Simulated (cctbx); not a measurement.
# Sb3Rh2Au: as given, inverted or twinned?

Space group P-4m2 (no. 115), a = 3.9540 Å, b = 3.9540 Å, c = 8.6530 Å, α = 90.00°, β = 90.00°, γ = 90.00°.

```
atom  mult.    x    y       z  Ueq (Å²)
 Au1      1    0    0       0    0.0032
 Sb1      1  1/2  1/2       0    0.0035
 Sb2      2  1/2    0  0.6141    0.0029
 Rh1      2  1/2    0  0.2664    0.0035
```

This is a model crystal, built by substitution and not relaxed, with assumed displacement parameters.

Data sets are simulated with cctbx and refined with Bijvoet mates kept apart; Flack x is then fitted as the share of an inverted twin with the atoms fixed, Hooft y from the Bijvoet differences. The group is acentric but holds improper operations, so there is an absolute structure (orientation) and no hand.

Untwinned crystal. What Flack and Hooft values should come out?

```csv
λ (Å),extinction (unmodelled),d min (Å),top counts,error (%),model,R1,Flack x,s.u.,Hooft y,s.u.,pairs
0.71073,0.1,0.77,40000,6,as given,0.0126,-0.006,0.007,-0.007,0.007,79
0.71073,0.1,0.77,40000,6,inverted,0.0986,0.95,0.02,1.089,0.009,79
1.54184,0.3,0.83,40000,1.5,as given,0.0105,-0.016,0.015,-0.015,0.012,62
```

With Mo Kα, x is within 3 s.u. of 0, so the absolute structure is right. With Cu Kα, x is within 3 s.u. of 0, so the absolute structure is right. Inverting the model turns x into about 1 − x.

A further crystal gives:

```csv
λ (Å),extinction (unmodelled),d min (Å),top counts,error (%),model,R1,Flack x,s.u.,Hooft y,s.u.,pairs
0.71073,0,0.75,40000,2,as given,0.0245,0.300,0.004,0.296,0.004,85
```

**Question.** What is it?

It was simulated as an inversion twin with a fraction 0.3 of the inverted domain. Flack x is over 3 s.u. from both 0 and 1 and reads that fraction.

[Logs are printed without paths, hosts, clocks, repeated set-up lines and the standing remarks that a program may print on its own settings, such as how far it seeks lower states.]
